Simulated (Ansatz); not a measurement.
**Sensitivity of the G0W0 gap of WSe2 (P6_3/mmc)**

Aim: change settings of a G0W0 run on WSe2 (P6_3/mmc) and see what moves.

Method: G0W0 on PBE, plane waves, PAW; PAW set soft_1, in Ansatz 0.2.0.

The database entry behind the starting cell differs from later determinations by our own check (a about 0.2 % long), so it need not match the best structure at ambient conditions.

### Step 1. Starting point

It takes space group P6_3/mmc (No. 194, hexagonal). Conventional cell: a = 3.290 Å, b = 3.290 Å, c = 12.970 Å, α = 90.00°, β = 90.00°, γ = 120.00°. W has 6 Se at 2.53 Å nearest. Nearest to Se lie 3 W at 2.53 Å. Farther neighbours and most contacts between anions are not listed.

The cell and positions come from the Crystallography Open Database and are kept as given unless a step says otherwise. Spin-orbit coupling is left out unless a step names it.

### Step 2. The base run: 6×6×2 mesh, 97 empty bands, screening to 50 eV, PAW set soft_1 files

Now the one-shot GW correction: screening in the RPA, then the self-energy of the levels asked for. This step takes PAW set soft_1 files.

Input file input.yaml:

```yaml
crystal:
  lattice:
    - [3.29, 0.0, 0.0]
    - [-1.645, 2.8492235785, 0.0]
    - [0.0, 0.0, 12.97]
  atoms:
    - { symbol: W, position: [0.3333333333, 0.6666666667, 0.25] }
    - { symbol: W, position: [0.6666666667, 0.3333333333, 0.75] }
    - { symbol: Se, position: [0.3333333333, 0.6666666667, 0.621] }
    - { symbol: Se, position: [0.6666666667, 0.3333333333, 0.121] }
    - { symbol: Se, position: [0.3333333333, 0.6666666667, 0.879] }
    - { symbol: Se, position: [0.6666666667, 0.3333333333, 0.379] }
kpoints:
  mp_grid: { grid: [6, 6, 2] }
hamiltonian:
  xc: pbe
  pseudopotentials: { kind: paw, azcp: { folder: soft_1 } }
scf:
  occupations: { method: fixed }
gw:
  n_empty_bands: 97
  ecut_chi: 50
  qp_bands: [v2, c2]
  qp_kpoints: band_edges
  screening: { model: contour_deformation }
```

On the command line:

```console
$ ansatz run input.yaml --threads 2 --pin off --max-ram 73728MiB --backend cuda --events-out ev --progress --plain --runs-dir out --devices 1 --max-vram 13GiB
```

Numbers of over 12 decimals in the logs are rounded to 6 here.

Log:

```text
GPUs: using 1 of 1 available (devices: 1).
Engine: ansatz 0.2.0, x86_64-unknown-linux-gnu
Pseudopotentials: kind: paw
Pseudopotential: W, paw, valence charge 14, recommended cutoff 420 eV (normal), soft_1/W.paw.azcp
Pseudopotential: Se, paw, valence charge 16, recommended cutoff 420 eV (normal), soft_1/Se.paw.azcp
Functional definition: PBE
  parameter kappa = 0.804
  parameter beta = 0.066725
  exchange = pbe_x(kappa = kappa, mu = beta*pi^2/3)
  correlation = pbe_c(beta = beta)
device memory: the entry about to start is reckoned to put 1.8 GiB on a device that reports 54.6 GiB free (of which the cap on the GPU budget leaves the run 13.0 GiB)
GPU FFT provider: cuFFT
GPU libraries: cuBLAS 13.8.2, cuFFT 12.4.0, cuSOLVER 12.3.4
Crystal: 6 atoms, lattice volume = 121.580 Å³
Basis set: ecut = 420 eV, 2419 PW (Γ)
Bands: 56, of which v1, the nominal top of the filled ones, is band 46 counted from 1 (45 counted from 0)
Symmetry: 24 space group operations
Space group: P63/mmc (ITA 194), of the structure as read, at distance tolerance 5.0e-5 Å
k-points: 14 of 72
Non-local potential: W, projectors of the file, l = 0: 3, l = 1: 2, l = 2: 2, l = 3: 1
Non-local potential: Se, projectors of the file, l = 0: 2, l = 1: 2, l = 2: 3, l = 3: 1
PAW form: soft (Blöchl's): semilocal exchange-correlation on the pseudo side does not see the compensation charge
PAW one-centre angular grid: W, 590 points (default); XC on 64 Gauss nodes
PAW one-centre angular grid: Se, 590 points (default); XC on 64 Gauss nodes
Initial density: superposition of atomic densities (chi_scale 0.1, normalization cell, long waves kept (reshape's long-wave potential 0.04 eV rms))
Initial wavefunctions: pseudopotential atomic-orbital guess
GPU buffer pool allocated for 51840 grid points (all kernels)
GPU transforms: local potential and band sums: pruned to the plane-wave sphere, on 24×24×90
Functional: x = pbe(κ = 0.804, μ = 0.219515), c = pbe(β = 0.066725)
SCF iter   1: F=—  HF=-42652.436899 eV  |F-HF|=—  |Δ(HF+E_count)|=         —  Δρ=3.59e-2  dr2=5.38e0  ethr=3.10e-3  ⟨swp⟩=4.9  Hψ=2428  notcnv=0  defer=76
preconditioner: auto → Resta (q_TF=auto, 2.604 Å⁻¹)  ε∞=6.1  [insulator: Δε(μ)=0.871 eV  Ē_g=8.975 eV  n_scr=40 (ndim 8)  ℏωp=20.2 eV  f_vac=0.022  ε∞_Penn≈6.1]
SCF iter   2: F=—  HF=-42651.661559 eV  |F-HF|=—  |Δ(HF+E_count)|=   7.75e-1  Δρ=2.24e-2  dr2=8.18e-1  ethr=3.10e-3  ⟨swp⟩=2.0  Hψ=1057  notcnv=0  defer=55
SCF iter   3: F=—  HF=-42651.480586 eV  |F-HF|=—  |Δ(HF+E_count)|=   1.81e-1  Δρ=8.63e-3  dr2=2.56e-1  ethr=8.89e-4  ⟨swp⟩=2.1  Hψ=995  notcnv=0  defer=93
SCF iter   4: F=—  HF=-42651.437594 eV  |F-HF|=—  |Δ(HF+E_count)|=   4.30e-2  Δρ=2.38e-3  dr2=9.22e-3  ethr=2.78e-4  ⟨swp⟩=2.0  Hψ=977  notcnv=0  defer=104
[...]
E_vxc        = -827.406295  (∫ρ·V_xc dr)
  E_paw        = -25675.025940  (= ΣΔE_a)
  E_vpaw       = -1075.345113  (= ΣTr[D̂ρ^β])
  E_aug_tail   = -0.001203  (compensation charges beyond the density's cutoff)
  E_ewald      = -9994.845457
  E_smearing   = -0.000000  (= −TS)
  E_closure    = 0.000000  (closes the sum)
  Σ components = -42651.440017   (vs F -42651.440017, Δ=0.00e0)
--- Band table (eV; the first three rows and the last of 14) ---
  k-point 0: bands = [... 42 lower, 11.0759, 11.4717, 11.5078, 12.5761, 15.2155, 15.2155, 15.2660, 15.2660, ... 6 higher]
  k-point 1: bands = [... 42 lower, 11.0483, 11.0483, 12.3595, 12.3595, 15.2210, 15.2210, 15.2210, 15.2210, ... 6 higher]
  k-point 2: bands = [... 42 lower, 10.7299, 11.4907, 11.5224, 11.9074, 14.2299, 14.7628, 14.8354, 14.9062, ... 6 higher]
  k-point 13: bands = [... 42 lower, 9.8412, 9.8412, 12.2385, 12.2385, 13.9043, 13.9043, 15.0087, 15.0087, ... 6 higher]
--- G₀W₀: contour deformation, 7 samples at zero and on the imaginary axis and 1 off it, 72 q-points, 97 empty bands' worth ---
  eigenvalues of the whole cell's RPA ε∞ on this k-mesh (on a slab, of 1 + 4πα/V) = 7.1933, 15.8828, 15.8828; static W/v taken at q = 0 is 0.066052
  bands read: the sum over 143 bands ends inside a degenerate multiplet in 7 slots, whose members it reads at an even weight; the widest, k=1: bands 143 to 146 (counted from 1) at 1/4 each
  gw.qp_kpoints: band_edges: 10 of 14 stored k-points solved, in 1 pass; an edge of the gap read off the rows below is read off those points alone
    valence top: of the k-points left out ik 6 came nearest to being solved in a further pass, in band 46 (counted from 1, as in the quasiparticle table): it holds the edge there only if its correction is more favourable than any solved in that band by at least 1.112 eV; those differ by 0.144 eV
    conduction bottom: of the k-points left out ik 4 came nearest to being solved in a further pass, in band 47 (counted from 1, as in the quasiparticle table): it holds the edge there only if its correction is more favourable than any solved in that band by at least 0.577 eV; those differ by 0.209 eV
    ik  band        ε_KS         Σx   Σc(E_QP)       V_xc       Z   E_QP_lin       E_QP  E_QP is
     0    45     11.5078   -18.1619     2.2619   -15.9522  0.7741    11.5600    11.5601  root
     0    46     12.5761   -19.3869     1.0049   -18.7638  0.7622    12.9565    12.9579  root
     0    47     15.2155   -13.8816    -3.5573   -18.2172  0.7632    16.0078    15.9937  root
     0    48     15.2155   -13.8816    -3.5573   -18.2172  0.7632    16.0078    15.9937  root
     1    45     12.3595   -19.0873     1.2337   -18.1698  0.7636    12.6746    12.6757  root
     1    46     12.3595   -19.0873     1.2337   -18.1698  0.7636    12.6746    12.6757  root
     1    47     15.2210   -13.8407    -3.5427   -18.1528  0.7623    16.0043    15.9903  root
     1    48     15.2210   -13.8407    -3.5427   -18.1528  0.7623    16.0043    15.9903  root
[...]
13    45     12.2385   -18.3710     0.9369   -17.7201  0.7602    12.5236    12.5245  root
    13    46     12.2385   -18.3710     0.9369   -17.7201  0.7602    12.5236    12.5245  root
    13    47     13.9043   -15.5629    -3.3587   -19.6798  0.7564    14.6727    14.6624  root
    13    48     13.9043   -15.5629    -3.3587   -19.6798  0.7564    14.6727    14.6624  root
[key lines of the parts left out:]
SCF converged after 9 iterations
Free energy (F): -42651.440017 eV
Fermi energy:    12.576123 eV
```

It took 24 s on 1 × NVIDIA H100 80GB HBM3 (shared by 6 runs) with 2 threads of AMD EPYC 7R13 (Zen 3), shared host; peak memory 1.2 GiB.

The column dr2 measures how far the density is from self-consistency, as an energy; F and HF (Harris–Foulkes) agree once it is small.

Numbers from this step:

* bands summed: 143
* RPA ε∞ on this mesh (eigenvalues): 7.193, 15.88, 15.88
* plane waves in the screening matrix: 81
* q-points in the mesh: 72
* G0W0 gap on the mesh: 1.163 eV
* k of the valence top: 0, 0, 0
* k of the conduction bottom: 0.1667, 0.1667, 0
* starting gap on the mesh: 0.9759 eV
* Z at the valence top: 0.7622
* Z at the conduction bottom: 0.7719
* least direct G0W0 gap on the computed points: 1.958 eV

The gap on the mesh goes from 0.98 eV to 1.16 eV, a correction of +0.19 eV. Between the two edge states, bare exchange in place of the xc potential would open the gap by 4.34 eV, and correlation takes back 4.16 eV.

### Step 3. Variant: no symmetry

Changes to input.yaml since step 2:

```diff
@@ -12,2 +12,3 @@
     - { symbol: Se, position: [0.6666666667, 0.3333333333, 0.379] }
+  symmetry: { detect: false }
 kpoints:
@@ -20,4 +21,4 @@
 gw:
-  n_empty_bands: 97
-  ecut_chi: 50
+  n_empty_bands: 128
+  ecut_chi: 60
   qp_bands: [v2, c2]
```

Log:

```text
GPUs: using 1 of 1 available (devices: 1).
[...]
GPU FFT provider: cuFFT
GPU libraries: cuBLAS 13.8.2, cuFFT 12.4.0, cuSOLVER 12.3.4
Crystal: 6 atoms, lattice volume = 121.580 Å³
Basis set: ecut = 420 eV, 2419 PW (Γ)
Bands: 56, of which v1, the nominal top of the filled ones, is band 46 counted from 1 (45 counted from 0)
Symmetry: 1 space group operations
k-points: 40 of 72 (time reversal used)
[...]
GPU buffer pool allocated for 51840 grid points (all kernels)
[...]
SCF iter   1: F=—  HF=-42652.436834 eV  |F-HF|=—  |Δ(HF+E_count)|=         —  Δρ=3.59e-2  dr2=5.38e0  ethr=3.10e-3  ⟨swp⟩=4.8  Hψ=6877  notcnv=0  defer=242
[...]
SCF iter  10: F=-42651.440017 eV  HF=-42651.440017 eV  |F-HF|=1.47e-8  |Δ(HF+E_count)|=   5.36e-9  Δρ=5.15e-6  dr2=5.40e-8  ethr=1.09e-10  ⟨swp⟩=8.8  Hψ=8386  notcnv=0
SCF 1 converged in 10 iterations: F = -42651.440017 eV  dr2 = 5.40e-8
[...]
NSCF: frozen V_eff on 40 k-points, pencils in batches of 32, up to order 224
[...]
NSCF: frozen V_eff on 40 k-points
G₀W₀ screening: q 1/40
[... further progress lines ...]
SCF converged after 10 iterations
Free energy (F): -42651.440017 eV
[...]
Internal energy: -42651.440017 eV  (E = F + TS)
E sigma→0 (E₀):  -42651.440017 eV
Fermi energy:    12.576116 eV
[...]
--- Band table (eV; the first three rows and the last of 40) ---
  k-point 0: bands = [... 42 lower, 11.0759, 11.4717, 11.5078, 12.5761, 15.2155, 15.2155, 15.2660, 15.2660, ... 6 higher]
  k-point 1: bands = [... 42 lower, 11.0483, 11.0483, 12.3594, 12.3595, 15.2210, 15.2210, 15.2210, 15.2210, ... 6 higher]
  k-point 2: bands = [... 42 lower, 10.7299, 11.4907, 11.5224, 11.9074, 14.2299, 14.7628, 14.8354, 14.9062, ... 6 higher]
  k-point 39: bands = [... 42 lower, 11.2396, 11.2396, 11.3392, 11.3392, 14.7251, 14.7252, 15.0921, 15.0922, ... 6 higher]
[...]
0    45     11.5078   -18.1619     2.1368   -15.9522  0.7723    11.4349    11.4350  root
     0    46     12.5761   -19.3869     0.8738   -18.7638  0.7595    12.8261    12.8267  root
     0    47     15.2155   -13.8816    -3.6887   -18.2172  0.7608    15.8715    15.8622  root
     0    48     15.2155   -13.8816    -3.6887   -18.2172  0.7608    15.8715    15.8622  root
     1    45     12.3595   -19.0873     1.1052   -18.1698  0.7610    12.5468    12.5471  root
     1    46     12.3595   -19.0873     1.1052   -18.1698  0.7610    12.5468    12.5471  root
     1    47     15.2210   -13.8407    -3.6741   -18.1528  0.7598    15.8681    15.8589  root
     1    48     15.2210   -13.8407    -3.6741   -18.1528  0.7598    15.8681    15.8589  root
[...]
31    45     11.4615   -19.3936     1.5310   -18.0224  0.7490    11.6208    11.6212  root
    31    46     11.4615   -19.3936     1.5310   -18.0224  0.7490    11.6208    11.6212  root
    31    47     13.9443   -13.6411    -3.4292   -17.5950  0.7658    14.4733    14.4689  root
    31    48     13.9443   -13.6411    -3.4292   -17.5950  0.7658    14.4733    14.4689  root
```

It took 32 s on 1 × NVIDIA H100 80GB HBM3 (shared by 6 runs) with 2 threads; peak memory 1.5 GiB.

The G0W0 gap on the mesh is 1.185 eV.

Against the base:

```csv
setting,base,variant
empty bands,97,128
screening cutoff (eV),50,60
symmetry detection,-,false
```

```csv
quantity,variant,base
starting gap on the mesh,0.976,0.976
G0W0 gap on the mesh,1.185,1.163
least direct G0W0 gap on the computed points,1.948,1.958
Z at the valence top,0.760,0.762
Z at the conduction bottom,0.770,0.772
```

### Step 4. Results

```yaml
base: 1.16 eV, 24 s
no_symmetry: 1.18 eV, 32 s
```

What this shows: No symmetry: the gap moves by +0.02 eV. The variant differs from the base in empty bands, screening cutoff and symmetry detection together, so the change can't be laid to one of them. Symmetry itself changes the cost, not the physics. All runs here use a coarse mesh and modest cutoffs; they test settings and are not final values. The 6×6×2 mesh is coarse for this cell (its supercell is 20 Å along the shortest edge). The RPA ε∞ on it, from the PBE start, is 7.19 and 15.88; such meshes misread the long-range screening, most where the gap is narrow. The many-body steps are scalar-relativistic: spin-orbit coupling is not in them.

[Paths, hosts, dates, memory and timing lines, banners, echoed tables and standing remarks are left out of the program output.]

[Logs are printed without paths, hosts, clocks, repeated set-up lines and the standing remarks that a program may print on its own settings, such as how far it seeks lower states.]

[Runs of the session that timed out or met a known fault of the program may be left out.]

[Cells called generated may have been cut or substituted from an entry of the Crystallography Open Database or the Materials Project.]

[Hosts, paths, dates, database ids (printed as entryN), source tags and the programs' standing remarks are cut or masked in the printed files.]
